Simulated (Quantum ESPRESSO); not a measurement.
# EuZn: parallel and opposed starts, part 2 of 2

Does EuZn prefer parallel or opposed moments, or none?

Quantum ESPRESSO 7.5; BLYP; plane waves with SSSP 1.3 efficiency PBE potentials, no spin-orbit coupling.

So far, absolute magnetization (μB): step 2 (run 1, typed as ferro +) 6.99.

### 6. Start 5: no spin polarisation

File pw.in:

```
&CONTROL
  calculation = 'scf'
  prefix = 'pwscf'
  outdir = './tmp'
  pseudo_dir = './pseudo'
  disk_io = 'nowf'
/
&SYSTEM
  ibrav = 0
  celldm(1) = 8
  nat = 2
  ntyp = 2
  ecutwfc = 50
  ecutrho = 400
  nbnd = 26
  input_dft = 'blyp'
  occupations = 'smearing'
  smearing = 'fd'
  degauss = 0.00734986
/
&ELECTRONS
  conv_thr = 4d-09
  electron_maxstep = 150
  mixing_beta = 0.3
/
ATOMIC_SPECIES
Eu    151.9640 Eu.paw.z_17.atompaw.wentzcovitch.v1.2.upf
Zn     65.3800 Zn_pbe_v1.uspp.F.UPF
CELL_PARAMETERS alat
   0.8995096353219    0.0000000000000    0.0000000000000
   0.0000000000000    0.8995096353219    0.0000000000000
   0.0000000000000    0.0000000000000    0.8995096353219
ATOMIC_POSITIONS crystal
Eu      0.0000000000    0.0000000000    0.0000000000
Zn      0.5000000000    0.5000000000    0.5000000000
K_POINTS automatic
8 8 8 0 0 0
```

Command:

```bash
> OMP_NUM_THREADS=1 mpirun -n 2 pw.x -nk 2 -in pw.in > pw.out
```

Output:

```text
     [... lines left out ...]
Program PWSCF v.7.5 starts
     [... lines left out ...]
     number of atoms/cell      =            2
     [... lines left out ...]
     number of electrons       =        37.00
     number of Kohn-Sham states=           26
     kinetic-energy cutoff     =      50.0000  Ry
     charge density cutoff     =     400.0000  Ry
     scf convergence threshold =      4.0E-09
     [... lines left out ...]
     48 Sym. Ops., with inversion, found
     [... lines left out ...]
     number of k points=    35  Fermi-Dirac smearing, width (Ry)=  0.0073
     [... lines left out ...]
     iteration # 25     ecut=    50.00 Ry     beta= 0.30
     [... lines left out ...]
     the Fermi energy is    11.0264 ev
!    total energy              =   -1105.04307497 Ry
     estimated scf accuracy    <          6.2E-10 Ry
     smearing contrib. (-TS)   =      -0.06268580 Ry
     [... lines left out ...]
     convergence has been achieved in  25 iterations
```

Elapsed: 2 min, on 2 MPI ranks of Intel Xeon Platinum 8259CL at 2.50GHz (Skylake/Cascade Lake), shared host; peak memory 0.64 GiB.

Numbers from this step:

```
smearing term TS : 0.8529 eV
final state      : non-magnetic (no spin polarisation)
```

### 7. What a mistake does

One input was spoiled on purpose, to see how the program answers.

File pw.in:

```
&CONTROL
  calculation = 'scf'
  prefix = 'pwscf'
  outdir = './tmp'
  pseudo_dir = './pseudo'
  disk_io = 'nowf'
/
&SYSTEM
  ibrav = 0
  nat = 2
  ntyp = 2
  ecutwfc = 50
  ecutrho = 400
  nbnd = 29
  input_dft = 'blyp'
  occupations = 'smearing'
  smearing = 'fd'
  degauss = 0.00734986
  nspin = 2
  starting_magnetization(1) = 0.4118
  starting_magnetization(2) = 0
/
&ELECTRONS
  conv_thr = 4d-09
  electron_maxstep = 6
  mixing_beta = 0.3
/
ATOMIC_SPECIES
Eu    151.9640 Eu.paw.z_17.atompaw.wentzcovitch.v1.2.upf
Zn     65.3800 Zn_pbe_v1.uspp.F.UPF
CELL_PARAMETERS angstrom
   3.8080000000    0.0000000000    0.0000000000
   0.0000000000    3.8080000000    0.0000000000
   0.0000000000    0.0000000000    3.8080000000
ATOMIC_POSITIONS crystal
Eu      0.0000000000    0.0000000000    0.0000000000
Zn      0.5000000000    0.5000000000    0.5000000000
K_POINTS automatic
8 8 8 0 0 0
```

Output:

```text
     [... lines left out ...]
Program PWSCF v.7.5 starts
     [... lines left out ...]
     number of atoms/cell      =            2
     [... lines left out ...]
     number of electrons       =        37.00
     number of Kohn-Sham states=           29
     kinetic-energy cutoff     =      50.0000  Ry
     charge density cutoff     =     400.0000  Ry
     scf convergence threshold =      4.0E-09
     [... lines left out ...]
     48 Sym. Ops., with inversion, found
     [... lines left out ...]
     number of k points=    35  Fermi-Dirac smearing, width (Ry)=  0.0073
     [... lines left out ...]
     iteration #  6     ecut=    50.00 Ry     beta= 0.30
     [... lines left out ...]
     estimated scf accuracy    <       0.01384064 Ry
     total magnetization       =     7.08 Bohr mag/cell
     absolute magnetization    =     7.08 Bohr mag/cell
     [... lines left out ...]
     convergence NOT achieved after   6 iterations: stopping
[key lines of the parts left out:]
total energy              =   -1105.51649774 Ry
```

It took 68 s on 2 MPI ranks; peak memory 0.67 GiB.

Residual by cycle:

cycle, log10 residual and a bar from the least value:
```
        1        1.6 #####################
        2        2.5 ##############################
        3        0.3 ##########
        4        0.4 ##########
        5        1.1 #################
        6       -0.7
```

The run stopped without converging, so none of its numbers is a property of the system.

After 6 cycles the residual stands at 0.19. The cap of 6 cycles in the input ended the loop.

The fault put into the input: too few SCF iterations.

### 8. The states side by side

An order is kept where moments of 0.15 μB or more survive with the typed signs; meshes match where a doubled cell samples the same k points as the first cell.

Orders:

```
                   start        final state  typed order kept  energy over the lowest (meV a seeded atom)  largest site moment (μB)  net moment (μB a cell of the first run)  mesh matched  CPU time (s)
                 ferro +      ferromagnetic               yes                                       4.527                     6.756                                    6.983           yes           303
antiferro q=(0,0,1/2) +-  antiferromagnetic               yes                                           0                     6.755                                        0           yes          1628
    no spin polarisation       non-magnetic                 -                                        6477                         0                                        0           yes         234.7
```

### 9. Summary of results

| Item | Value |
| --- | --- |
| lowest state found | antiferromagnetic (from antiferro q=(0,0,1/2) +-) |
| largest site moment | 6.75 μB |
| next state with moments | ferromagnetic, 4.53 meV a seeded atom higher |
| state without moments | 6477 meV a seeded atom higher |

**Reading.** Forming the moments gains more than four times the spread of the orders, as local moments do. The smearing terms TS of the orders run from 92 to 96 meV a seeded atom, so the differences would change at a smaller width: an order with a larger TS is lowered more by the smearing. This is the lowest of 3 collinear or spinless starts, no proof of the ground state. 2 further starts did not converge. The 4f shell is half filled, so the spin-only picture is fair. Without a U the 4f states are treated as itinerant, which they seldom are. The pseudopotentials were made with another functional, an inconsistency that can move energies. Energies are free energies at an electronic temperature of 1160 K, which lowers moments and differences where the moments are itinerant.

[Logs and program files are shortened in this print: banners, set-up blocks, solver, clock and traceback lines can be left out without a mark of their own.]

[Logs are printed without paths, hosts, clocks, repeated set-up lines and the standing remarks that a program may print on its own settings, such as how far it seeks lower states.]

[Hosts, paths, dates, database ids (printed as entryN), source tags and the programs' standing remarks are cut or masked in the printed files.]

[Where a cell is said to come from a database of computed structures, the database is the Materials Project.]
